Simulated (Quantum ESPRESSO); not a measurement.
# Magnetic state of Mn2Ga2S5 from several starts, part 2 of 3

Does Mn2Ga2S5 prefer parallel or opposed moments?

Quantum ESPRESSO 7.5; LDA with U = 4 eV on Mn d (ortho-atomic projectors); plane waves with GBRV 1.5 LDA potentials, no spin-orbit coupling.

So far, absolute magnetization (μB): step 2 (run 1 (ferro ++)) 9.98.

## (3) Start 2: antiferro +−

pw.in

```
&CONTROL
  calculation = 'scf'
  prefix = 'pwscf'
  outdir = './tmp'
  pseudo_dir = './pseudo'
  disk_io = 'nowf'
/
&SYSTEM
  ibrav = 0
  celldm(1) = 8
  nat = 9
  ntyp = 4
  ecutwfc = 40
  ecutrho = 280
  nbnd = 63
  occupations = 'smearing'
  smearing = 'fd'
  degauss = 0.00367493
  nspin = 2
  starting_magnetization(1) = 0.3
  starting_magnetization(2) = -0.3
  starting_magnetization(3) = 0
  starting_magnetization(4) = 0
/
&ELECTRONS
  conv_thr = 1.8d-08
  electron_maxstep = 150
  mixing_beta = 0.3
/
ATOMIC_SPECIES
Mn1    54.9380 mn_lda_v1.5.uspp.F.UPF
Mn2    54.9380 mn_lda_v1.5.uspp.F.UPF
Ga     69.7230 ga_lda_v1.4.uspp.F.UPF
S      32.0600 s_lda_v1.4.uspp.F.UPF
CELL_PARAMETERS alat
   0.8806016239197    0.0000000000000    0.0000000000000
  -0.4403008119717    0.7626233769333    0.0000000000000
   0.0000000000000    0.0000000000000    3.6220040480000
ATOMIC_POSITIONS crystal
Mn1     0.3333333300    0.6666666700    0.4018990000
Mn2     0.6666666700    0.3333333300    0.5981010000
Ga      0.3333333300    0.6666666700    0.8286040000
Ga      0.6666666700    0.3333333300    0.1713960000
S       0.0000000000    0.0000000000    0.5000000000
S       0.3333333300    0.6666666700    0.6831100000
S       0.6666666700    0.3333333300    0.3168900000
S       0.3333333300    0.6666666700    0.1058920000
S       0.6666666700    0.3333333300    0.8941080000
K_POINTS automatic
6 6 2 0 0 0
HUBBARD {ortho-atomic}
U Mn1-3d 4.0000
U Mn2-3d 4.0000
```

The run is started by

```console
OMP_NUM_THREADS=1 mpirun -n 4 pw.x -nk 4 -in pw.in > pw.out
```

The log of the run:

```text
[banner, memory and clock lines left out]
Program PWSCF v.7.5 starts

     Message from routine setup:
     using ibrav=0 with symmetry is DISCOURAGED, use correct ibrav instead

     bravais-lattice index     =            0
     lattice parameter (alat)  =       8.0000  a.u.
     unit-cell volume          =    1245.3989 (a.u.)^3
     number of atoms/cell      =            9
     number of atomic types    =            4
     number of electrons       =        98.00
     number of Kohn-Sham states=           63
     kinetic-energy cutoff     =      40.0000  Ry
     charge density cutoff     =     280.0000  Ry
     scf convergence threshold =      1.8E-08
     mixing beta               =       0.3000
     number of iterations used =            8  plain     mixing
     Exchange-correlation=  SLA  PZ   NOGX NOGC
                           (   1   1   0   0   0   0   0)
     Hubbard projectors: ortho-atomic
     Hubbard parameters of DFT+U (Dudarev formulation) in eV:
     U(Mn1-3d) =  4.0000
     U(Mn2-3d) =  4.0000

     Internal variables: lda_plus_u =T, lda_plus_u_kind = 0

     Internal variables: orbital_resolved =F, hub_pot_fix =F, apply_U = F

     celldm(1)=   8.000000  celldm(2)=   0.000000  celldm(3)=   0.000000
     celldm(4)=   0.000000  celldm(5)=   0.000000  celldm(6)=   0.000000

     crystal axes: (cart. coord. in units of alat)
               a(1) = (   0.880602   0.000000   0.000000 )
               a(2) = (  -0.440301   0.762623   0.000000 )
               a(3) = (   0.000000   0.000000   3.622004 )

     reciprocal axes: (cart. coord. in units 2 pi/alat)
               b(1) = (  1.135587  0.655632 -0.000000 )
               b(2) = (  0.000000  1.311263  0.000000 )
               b(3) = (  0.000000 -0.000000  0.276090 )

     PseudoPot. # 1 for Mn read from file:
     mn_lda_v1.5.uspp.F.UPF
     Pseudo is Ultrasoft + core correction, Zval = 15.0

     PseudoPot. # 2 for Mn read from file:
     mn_lda_v1.5.uspp.F.UPF
     Pseudo is Ultrasoft + core correction, Zval = 15.0

     PseudoPot. # 3 for Ga read from file:
     ga_lda_v1.4.uspp.F.UPF
     Pseudo is Ultrasoft + core correction, Zval = 19.0

     PseudoPot. # 4 for S  read from file:
     s_lda_v1.4.uspp.F.UPF
     Pseudo is Ultrasoft + core correction, Zval =  6.0

     atomic species   valence    mass     pseudopotential
     Mn1              15.00    54.93800     Mn( 1.00)
     Mn2              15.00    54.93800     Mn( 1.00)
     Ga               19.00    69.72300     Ga( 1.00)
     S                 6.00    32.06000     S ( 1.00)

     Starting magnetic structure
     atomic species   magnetization
     Mn1             0.300
     Mn2            -0.300
     Ga              0.000
     S               0.000

      6 Sym. Ops. (no inversion) found

   Cartesian axes

     site n.     atom                  positions (alat units)
         1        Mn1    tau(   1) = (  -0.0000000   0.5084156   1.4556798  )
         2        Mn2    tau(   2) = (   0.4403008   0.2542078   2.1663242  )
         3        Ga     tau(   3) = (  -0.0000000   0.5084156   3.0012070  )
         4        Ga     tau(   4) = (   0.4403008   0.2542078   0.6207970  )
         5        S      tau(   5) = (   0.0000000   0.0000000   1.8110020  )
         6        S      tau(   6) = (  -0.0000000   0.5084156   2.4742272  )
         7        S      tau(   7) = (   0.4403008   0.2542078   1.1477769  )
         8        S      tau(   8) = (  -0.0000000   0.5084156   0.3835413  )
         9        S      tau(   9) = (   0.4403008   0.2542078   3.2384628  )

     number of k points=    14  Fermi-Dirac smearing, width (Ry)=  0.0037
                       cart. coord. in units 2pi/alat
        k(    1) = (   0.0000000   0.0000000   0.0000000), wk =   0.0138889
        k(    2) = (   0.0000000   0.0000000  -0.1380451), wk =   0.0138889
        k(    3) = (   0.0000000   0.2185439   0.0000000), wk =   0.0833333
        k(    4) = (   0.0000000   0.2185439  -0.1380451), wk =   0.0833333
        k(    5) = (   0.0000000   0.4370877   0.0000000), wk =   0.0833333
        [... 9 further k-points ...]

     Dense  grid:    98717 G-vectors     FFT dimensions: (  40,  40, 160)

     Smooth grid:    42543 G-vectors     FFT dimensions: (  30,  30, 120)

     Check: negative core charge=   -0.000018
     Generating pointlists ...
     new r_m :   0.2452 (alat units)  1.9615 (a.u.) for type    1
     new r_m :   0.2452 (alat units)  1.9615 (a.u.) for type    2
     new r_m :   0.2174 (alat units)  1.7390 (a.u.) for type    3
     new r_m :   0.2174 (alat units)  1.7390 (a.u.) for type    4

     Initial potential from superposition of free atoms

     starting charge      94.9997, renormalised to      98.0000

     STARTING HUBBARD OCCUPATIONS:

     =================== HUBBARD OCCUPATIONS ===================
     ------------------------ ATOM    1 ------------------------
     Tr[ns(  1)] (up, down, total) =   5.00000  0.00000  5.00000
     Atomic magnetic moment for atom   1 =   5.00000
     [... lines left out ...]
     ------------------------ ATOM    2 ------------------------
     Tr[ns(  2)] (up, down, total) =   0.00000  5.00000  5.00000
     Atomic magnetic moment for atom   2 =  -5.00000
     [... lines left out ...]
     Number of occupied Hubbard levels =   10.0000

     Atomic wfc used for Hubbard projectors are orthogonalized

     Starting wfcs are   70 randomized atomic wfcs

     Self-consistent Calculation

     iteration #  1     ecut=    40.00 Ry     beta= 0.30
     Davidson diagonalization with overlap
     ethr =  1.00E-02,  avg # of iterations =  7.6

     =================== HUBBARD OCCUPATIONS ===================
     ------------------------ ATOM    1 ------------------------
     Tr[ns(  1)] (up, down, total) =   1.82487  0.12563  1.95050
     Atomic magnetic moment for atom   1 =   1.69924
     [... lines left out ...]
     ------------------------ ATOM    2 ------------------------
     Tr[ns(  2)] (up, down, total) =   0.12558  1.82511  1.95069
     Atomic magnetic moment for atom   2 =  -1.69953
     [... lines left out ...]
     Number of occupied Hubbard levels =    3.9012

     total energy              =   -1341.20278162 Ry
     estimated scf accuracy    <      71.75574337 Ry

     total magnetization       =    -0.00 Bohr mag/cell
     absolute magnetization    =     3.98 Bohr mag/cell

     iteration #  2     ecut=    40.00 Ry     beta= 0.30
     Davidson diagonalization with overlap
     ethr =  1.00E-02,  avg # of iterations =  9.9

     total energy              =   -1320.45632262 Ry
     estimated scf accuracy    <    1839.47673102 Ry

     total magnetization       =     0.07 Bohr mag/cell
     absolute magnetization    =     0.87 Bohr mag/cell

     [... further iterations left out ...]

     iteration # 16     ecut=    40.00 Ry     beta= 0.30
     Davidson diagonalization with overlap
     ethr =  8.08E-10,  avg # of iterations =  2.3

     total energy              =   -1372.96263268 Ry
     estimated scf accuracy    <       0.00000010 Ry

     total magnetization       =    -0.00 Bohr mag/cell
     absolute magnetization    =     9.64 Bohr mag/cell

     iteration # 17     ecut=    40.00 Ry     beta= 0.30
     Davidson diagonalization with overlap
     ethr =  1.01E-10,  avg # of iterations =  4.5

     Magnetic moment per site  (integrated on atomic sphere of radius R)
     atom   1 (R=0.245)  charge= 13.0537  magn=  4.3314
     atom   2 (R=0.245)  charge= 13.0536  magn= -4.3314
     atom   3 (R=0.217)  charge= 16.5807  magn= -0.0094
     atom   4 (R=0.217)  charge= 16.5807  magn=  0.0094
     atom   5 (R=0.217)  charge=  3.6158  magn=  0.0000
     atom   6 (R=0.217)  charge=  3.6306  magn= -0.0448
     atom   7 (R=0.217)  charge=  3.6306  magn=  0.0448
     atom   8 (R=0.217)  charge=  3.5641  magn=  0.0128
     atom   9 (R=0.217)  charge=  3.5641  magn= -0.0128

     End of self-consistent calculation

     =================== HUBBARD OCCUPATIONS ===================
     ------------------------ ATOM    1 ------------------------
     Tr[ns(  1)] (up, down, total) =   4.95493  0.33456  5.28949
     Atomic magnetic moment for atom   1 =   4.62037
     [... lines left out ...]
     ------------------------ ATOM    2 ------------------------
     Tr[ns(  2)] (up, down, total) =   0.33456  4.95493  5.28948
     Atomic magnetic moment for atom   2 =  -4.62037
     [... lines left out ...]
     Number of occupied Hubbard levels =   10.5790

     [... lines left out ...]
     the Fermi energy is     7.4872 ev

!    total energy              =   -1372.96263272 Ry
     estimated scf accuracy    <       0.00000002 Ry
     smearing contrib. (-TS)   =      -0.00011126 Ry
     internal energy E=F+TS    =   -1372.96252146 Ry

     The total energy is F=E-TS. E is the sum of the following terms:
     one-electron contribution =   -1195.17697337 Ry
     hartree contribution      =     628.27666572 Ry
     xc contribution           =    -190.26949218 Ry
     ewald contribution        =    -615.89351642 Ry
     Hubbard energy            =       0.10079479 Ry

     total magnetization       =     0.00 Bohr mag/cell
     absolute magnetization    =     9.64 Bohr mag/cell

     convergence has been achieved in  17 iterations
```

Run time: 69 s. Hardware: 4 MPI ranks of Intel Xeon 6975P-C (Granite Rapids), shared host; peak memory 1.1 GiB; 4.6 min of CPU time.

Spin moment in the atom's sphere by atom:

| atom | spin moment in the atom's sphere (μB) |
| --- | --- |
| Mn1 | 4.33 |
| Mn2 | -4.33 |
| Ga3 | -0.01 |
| Ga4 | 0.01 |
| S5 | 0.00 |
| S6 | -0.04 |
| S7 | 0.04 |
| S8 | 0.01 |
| S9 | -0.01 |

This step gave:

```
smearing term TS       : 0.001514 eV
magnetization          : 0 μB
absolute magnetization : 9.64 μB
final state            : antiferromagnetic
```

## (4) Energies of the orders

An order is kept where moments of 0.15 μB or more survive with the typed signs; meshes match where a doubled cell samples the same k points as the first cell.

Orders:

| start | final state | typed order kept | energy over the lowest (meV a seeded atom) | largest site moment (μB) | net moment (μB a cell of the first run) | mesh matched | CPU time (s) |
| --- | --- | --- | --- | --- | --- | --- | --- |
| ferro ++ | ferromagnetic | yes | 27.16 | 4.369 | 9.972 | yes | 268.5 |
| antiferro +- | antiferromagnetic | yes | 0 | 4.331 | 0 | yes | 274.7 |

## (5) The lowest state again, with its states saved

Changes to pw.in since step 3:

```diff
@@ -5,3 +5,3 @@
   pseudo_dir = './pseudo'
-  disk_io = 'nowf'
+  disk_io = 'low'
 /
@@ -14,3 +14,3 @@
   ecutrho = 280
-  nbnd = 63
+  nbnd = 67
   occupations = 'smearing'
```

The log of the run:

```text
     [... lines left out ...]
Program PWSCF v.7.5 starts
     [... lines left out ...]
     number of atoms/cell      =            9
     [... lines left out ...]
     number of electrons       =        98.00
     number of Kohn-Sham states=           67
     kinetic-energy cutoff     =      40.0000  Ry
     charge density cutoff     =     280.0000  Ry
     scf convergence threshold =      1.8E-08
     [... lines left out ...]
      6 Sym. Ops. (no inversion) found
     [... lines left out ...]
     number of k points=    14  Fermi-Dirac smearing, width (Ry)=  0.0037
     [... lines left out ...]
     iteration # 17     ecut=    40.00 Ry     beta= 0.30
     [... lines left out ...]
     Magnetic moment per site  (integrated on atomic sphere of radius R)
     atom   1 (R=0.245)  charge= 13.0536  magn=  4.3315
     atom   2 (R=0.245)  charge= 13.0536  magn= -4.3315
     atom   3 (R=0.217)  charge= 16.5807  magn= -0.0094
     atom   4 (R=0.217)  charge= 16.5807  magn=  0.0094
     atom   5 (R=0.217)  charge=  3.6158  magn= -0.0000
     atom   6 (R=0.217)  charge=  3.6306  magn= -0.0447
     atom   7 (R=0.217)  charge=  3.6306  magn=  0.0447
     atom   8 (R=0.217)  charge=  3.5640  magn=  0.0128
     atom   9 (R=0.217)  charge=  3.5640  magn= -0.0128
     [... lines left out ...]
     Tr[ns(  1)] (up, down, total) =   4.95493  0.33454  5.28946
     [... lines left out ...]
     Tr[ns(  2)] (up, down, total) =   0.33454  4.95493  5.28947
     [... lines left out ...]
     the Fermi energy is     7.4872 ev
!    total energy              =   -1372.96263272 Ry
     estimated scf accuracy    <       0.00000001 Ry
     smearing contrib. (-TS)   =      -0.00011126 Ry
     [... lines left out ...]
     total magnetization       =    -0.00 Bohr mag/cell
     absolute magnetization    =     9.64 Bohr mag/cell
     convergence has been achieved in  17 iterations
```

The job ended after 73 s (4 MPI ranks; peak memory 1 GiB; 4.9 min of CPU time).

This step gave:

```yaml
smearing_term_ts: 0.001514 eV
magnetization: 0 μB
absolute_magnetization: 9.64 μB
final_state: antiferromagnetic
largest_moment: 4.331 μB
```

(Part 2 of 3 ends here.)

[Logs and program files are shortened in this print: banners, set-up blocks, solver, clock and traceback lines can be left out without a mark of their own.]

[Logs are printed without paths, hosts, clocks, repeated set-up lines and the standing remarks that a program may print on its own settings, such as how far it seeks lower states.]

[Hosts, paths, dates, database ids (printed as entryN), source tags and the programs' standing remarks are cut or masked in the printed files.]

[Where a cell is said to come from a database of computed structures, the database is the Materials Project.]
